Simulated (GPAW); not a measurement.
# Work function of 1T-GeBr2 monolayer at several levels, part 2 of 2

How far do functional and basis move the work function of 1T-GeBr2 monolayer? Where a layer proves gapped, the work function hangs on where the smearing puts the Fermi level, and the band edges take its place.

GPAW 26.7.0; GPAW, PAW setups; layer in a repeated cell with vacuum, relaxation of atoms and in-plane cell (the session's first sound run).

So far, upper work function (eV): step 3 (plane waves, PBE) 5.19; step 4 (self-consistent run: xc = "vdW-DF2", GPAW, PAW setups, GPAW) 5.61; step 5 (self-consistent run: xc = "revPBE") 5.03; step 6 (OptPBE vdW: xc = "optPBE-vdW", GPAW, PAW setups, GPAW) 5.35.

### Step 7. Self-consistent run: xc = "LDA"

Level of this step: GPAW, PAW setups; slab in vacuum (GPAW).

The same geometry under LDA, to see how far the functional moves the levels against the vacuum.

run.py reads:

```python
import json
import numpy as np
from ase import Atoms
from gpaw import GPAW, PW

slab = Atoms(
    ['Br', 'Ge', 'Br'],
    positions=[
        [2.03345, 1.17402, 9.00000],
        [-0.00000, -0.00000, 10.60433],
        [-0.00000, 2.34802, 12.20865]],
    cell=[[4.0669, -0.0, 0.0], [-2.03345, 3.52203, 0.0], [0.0, 0.0, 21.2086]],
    pbc=[True, True, False])

slab.calc = GPAW(mode=PW(400), xc='LDA', kpts={'size': (12, 12, 1), 'gamma': True},
                 occupations={'name': 'fermi-dirac', 'width': 0.05}, nbands='200%',
                 convergence={'density': 1e-05}, maxiter=200,
                 poissonsolver={'dipolelayer': 'xy'},
                 symmetry={'tolerance': 1e-3}, txt='slab.txt')
result = {}
energy = slab.get_potential_energy()
fermi = slab.calc.get_fermi_level()
v = slab.calc.get_electrostatic_potential().mean((0, 1)) - fermi
n = slab.calc.get_pseudo_density().mean((0, 1))
L = slab.cell[2, 2]
z = np.arange(len(v)) * L / len(v)
low, high = slab.positions[:, 2].min(), slab.positions[:, 2].max()
below, above = np.interp([low - 6.8, high + 6.8], z, v)
slopes = [np.interp(x, z, np.gradient(v, z)) for x in (low - 6.8, high + 6.8)]
eps = np.array([[slab.calc.get_eigenvalues(k, s) for k in range(len(slab.calc.get_ibz_k_points()))]
                for s in range(slab.calc.get_number_of_spins())]) - fermi
top, bottom = eps[eps < 0].max(), eps[eps > 0].min()
dipole = slab.get_dipole_moment()[2]
print(f'energy {energy:.4f} eV, Fermi level {fermi:.4f} eV, dipole {dipole:.5f} e A')
print(f'potential 6.8 A off the faces, from the Fermi level: lower {below:.4f} eV, upper {above:.4f} eV')
print(f'slope of the potential there: lower {slopes[0]:.5f}, upper {slopes[1]:.5f} eV/A')
print(f'nearest levels on the mesh: {top:.4f} and {bottom:.4f} eV')
print('magnetic moment', round(slab.get_magnetic_moment(), 3))
result.update(energy=energy, fermi=fermi, dipole=dipole, below=below, above=above, slopes=slopes, edges=[top, bottom],
              z=z.tolist(), v=v.tolist(), n=n.tolist(), positions=slab.positions.tolist(),
              forces=slab.get_forces(apply_constraint=False).tolist(), moments=slab.get_magnetic_moments().tolist())
json.dump(result, open('result.json', 'w'))
```

Command:

```bash
> OMP_NUM_THREADS=1 OPENBLAS_NUM_THREADS=1 python run.py
```

The log of the run:

```text
energy -10.8867 eV, Fermi level -3.1220 eV, dipole 0.00123 e A
potential 6.8 A off the faces, from the Fermi level: lower 5.5791 eV, upper 5.5716 eV
slope of the potential there: lower -0.00007, upper 0.00007 eV/A
nearest levels on the mesh: -1.2836 and 0.9265 eV
magnetic moment 0.0
```

The job ended after 16 s (1 thread of AMD EPYC 7B13 (Zen 3), shared host; peak memory 0.22 GiB).

This step gave:

```yaml
dipole_along_the_normal: 0.001230 e·Å
levels_nearest_the_fermi_level_on_the_mesh: -1.284, 0.9265 eV from the Fermi level
upper_work_function: 5.572 eV
lower_work_function: 5.579 eV
upper_ionisation_energy: 6.855 eV
```

The highest filled level lies 1.28 eV under the Fermi level, so the ionisation energy from the upper face is 5.572 + 1.28 = 6.855 eV, against 6.606 eV in the base run.

### Step 8. Self-consistent run: xc = "RPBE"

The same geometry under RPBE, to see how far the functional moves the levels against the vacuum.

Changes to run.py since step 7:

```diff
@@ -14,3 +14,3 @@
 
-slab.calc = GPAW(mode=PW(400), xc='LDA', kpts={'size': (12, 12, 1), 'gamma': True},
+slab.calc = GPAW(mode=PW(400), xc='RPBE', kpts={'size': (12, 12, 1), 'gamma': True},
                  occupations={'name': 'fermi-dirac', 'width': 0.05}, nbands='200%',
```

The log of the run:

```text
energy -8.7538 eV, Fermi level -2.5597 eV, dipole 0.00122 e A
potential 6.8 A off the faces, from the Fermi level: lower 5.0408 eV, upper 5.0333 eV
slope of the potential there: lower -0.00007, upper 0.00007 eV/A
nearest levels on the mesh: -1.4810 and 0.9527 eV
magnetic moment 0.0
```

Run time: 18 s. Hardware: 1 thread; peak memory 0.23 GiB.

Numbers from this step:

```yaml
dipole_along_the_normal: 0.001219 e·Å
levels_nearest_the_fermi_level_on_the_mesh: -1.481, 0.9527 eV from the Fermi level
upper_work_function: 5.033 eV
lower_work_function: 5.041 eV
upper_ionisation_energy: 6.514 eV
```

The highest filled level lies 1.48 eV under the Fermi level, so the ionisation energy from the upper face is 5.033 + 1.48 = 6.514 eV, against 6.606 eV in the base run.

### Step 9. Real-space grid: mode = "fd"

A real-space grid is a second complete basis, so it checks the plane-wave result.

Changes to run.py since step 8:

```diff
@@ -3,3 +3,3 @@
 from ase import Atoms
-from gpaw import GPAW, PW
+from gpaw import GPAW
 
@@ -14,3 +14,3 @@
 
-slab.calc = GPAW(mode=PW(400), xc='RPBE', kpts={'size': (12, 12, 1), 'gamma': True},
+slab.calc = GPAW(mode='fd', h=0.18, xc='PBE', kpts={'size': (12, 12, 1), 'gamma': True},
                  occupations={'name': 'fermi-dirac', 'width': 0.05}, nbands='200%',
```

The log of the run:

```text
energy -9.5022 eV, Fermi level -5.2160 eV, dipole 0.00060 e A
potential 6.8 A off the faces, from the Fermi level: lower 5.2198 eV, upper 5.2123 eV
slope of the potential there: lower -0.00000, upper 0.00000 eV/A
nearest levels on the mesh: -1.3930 and 0.9547 eV
magnetic moment 0.0
```

It took 75 s on 1 thread; peak memory 0.55 GiB.

This step gave:

```
dipole along the normal                    : 5.96e-4 e·Å
levels nearest the Fermi level on the mesh : -1.393, 0.9547 eV from the Fermi level
upper work function                        : 5.212 eV
lower work function                        : 5.220 eV
upper ionisation energy                    : 6.605 eV
```

The highest filled level lies 1.39 eV under the Fermi level, so the ionisation energy from the upper face is 5.212 + 1.39 = 6.605 eV, against 6.606 eV in the base run.

### Step 10. Atomic orbitals: mode = "lcao"

Atom-centred orbitals end a few angstrom from the surface, which tests how much the density's tail matters.

Changes to run.py since step 9:

```diff
@@ -14,4 +14,4 @@
 
-slab.calc = GPAW(mode='fd', h=0.18, xc='PBE', kpts={'size': (12, 12, 1), 'gamma': True},
-                 occupations={'name': 'fermi-dirac', 'width': 0.05}, nbands='200%',
+slab.calc = GPAW(mode='lcao', basis='dzp', h=0.18, xc='PBE', kpts={'size': (12, 12, 1), 'gamma': True},
+                 occupations={'name': 'fermi-dirac', 'width': 0.05}, nbands='120%',
                  convergence={'density': 1e-05}, maxiter=200,
```

The log of the run:

```text
energy -8.8997 eV, Fermi level -4.9474 eV, dipole 0.00060 e A
potential 6.8 A off the faces, from the Fermi level: lower 4.9512 eV, upper 4.9437 eV
slope of the potential there: lower -0.00000, upper -0.00000 eV/A
nearest levels on the mesh: -1.4288 and 0.9311 eV
magnetic moment 0.0
```

Run time: 26 s. Hardware: 1 thread; peak memory 0.27 GiB.

Numbers from this step:

```
levels nearest the Fermi level on the mesh : -1.429, 0.9311 eV from the Fermi level
upper work function                        : 4.944 eV
lower work function                        : 4.951 eV
upper ionisation energy                    : 6.372 eV
```

Table of electrostatic potential energy of an electron (without an applied field's), less the Fermi level, planar mean by z:

```csv
z (Å),"electrostatic potential energy of an electron (without an applied field's), less the Fermi level, planar mean (eV)"
0.0,4.95
0.5,4.95
1.0,4.95
1.5,4.95
2.0,4.95
2.5,4.95
3.0,4.95
3.5,4.95
4.0,4.95
4.5,4.95
5.0,4.95
5.5,4.95
6.0,4.95
6.5,4.95
7.0,4.93
7.5,4.73
8.0,3.47
8.5,-2.16
9.0,-10.2
9.5,-4.21
10.0,-3.08
10.5,-9.93
11.0,-5.72
11.5,-2.36
12.0,-8.78
12.5,-6.46
13.0,1.96
13.5,4.44
14.0,4.88
14.5,4.94
15.0,4.94
15.5,4.94
16.0,4.94
16.5,4.94
17.0,4.94
17.5,4.94
18.0,4.94
18.5,4.94
19.0,4.94
19.5,4.94
20.0,4.94
20.5,4.94
21.0,4.94
```

The highest filled level lies 1.43 eV under the Fermi level, so the ionisation energy from the upper face is 4.944 + 1.43 = 6.372 eV, against 6.606 eV in the base run.

### Step 11. The ladder

Times are for 1 thread of AMD EPYC 7B13 (Zen 3), shared host. The runs compared:

```csv
no.,run,upper ionisation energy (eV),time,memory (GiB)
1,pw,6.606,17 s,0.23
2,vdW DF2,7.032,28 s,0.43
3,revPBE,6.512,17 s,0.23
4,optPBE vdW,6.832,28 s,0.43
5,LDA,6.855,16 s,0.22
6,RPBE,6.514,18 s,0.23
7,fd,6.605,75 s,0.55
8,lcao,6.372,26 s,0.27
```

### Step 12. Side by side

Results and costs are gathered.

This step: comparison of work functions, dipole and cost (GPAW 26.7.0).

Ladder, by row:

```csv
step,code,"work function, upper (eV)","work function, lower (eV)",dipole (e Å),wall time (s),peak memory (GiB),threads
pw,GPAW,5.188,5.196,0.001222,16.56,0.23,1
vdW-DF2,GPAW,5.611,5.618,0.00122,27.51,0.43,1
revPBE,GPAW,5.034,5.041,0.00122,17.26,0.23,1
optPBE-vdW,GPAW,5.348,5.356,0.00122,28.43,0.43,1
LDA,GPAW,5.572,5.579,0.00123,15.91,0.22,1
RPBE,GPAW,5.033,5.041,0.001219,18.02,0.23,1
fd,GPAW,5.212,5.22,5.96e-4,74.95,0.55,1
lcao,GPAW,4.944,4.951,5.96e-4,26.32,0.27,1
```

### Step 13. Results

```yaml
work_function_upper_and_lower_face_fermi_level_placed_in_the_gap_by_the_smearing: 5.188 and 5.196 eV
ionisation_energy_from_the_upper_face_highest_filled_level_on_the_mesh: 6.61 eV
electron_affinity_from_the_upper_face_lowest_empty_kohn_sham_level_on_the_mesh: 4.26 eV
dipole_along_the_normal: 0.0012 e Å, near the numerical noise
```

**Reading.** With plane waves and PBE the ionisation energy from the upper face is 6.61 eV and the Kohn-Sham electron affinity 4.26 eV. The levels nearest the Fermi level on the mesh lie 2.35 eV apart, so the slab is gapped there: the smearing puts the Fermi level inside the gap, and from either face the ionisation energy is the work function plus 1.4 eV. Both are Kohn-Sham levels on the mesh, and semilocal gaps are too small, so the affinity tends to come out too large and the ionisation energy too small. Work functions of a gapped slab move with the place of the Fermi level in the gap; over the runs without a planted fault the highest filled level on the mesh lies 6.37 (lcao) to 7.03 eV (vdW-DF2) under the upper vacuum level. The starting lattice was a guess from atomic radii; the relaxation moved it by 24 %. The small printed dipole stands for a step of -15 meV from the lower to the upper face, and the probes find -7.5 meV; values this small are near the numerical noise of both. The layer's cell and atoms come from the relaxation; spin-orbit coupling and temperature are left out.

[Logs are printed without paths, hosts, clocks, repeated set-up lines and the standing remarks that a program may print on its own settings, such as how far it seeks lower states.]

[Hosts, paths, dates, database ids (printed as entryN), source tags and the programs' standing remarks are cut or masked in the printed files.]
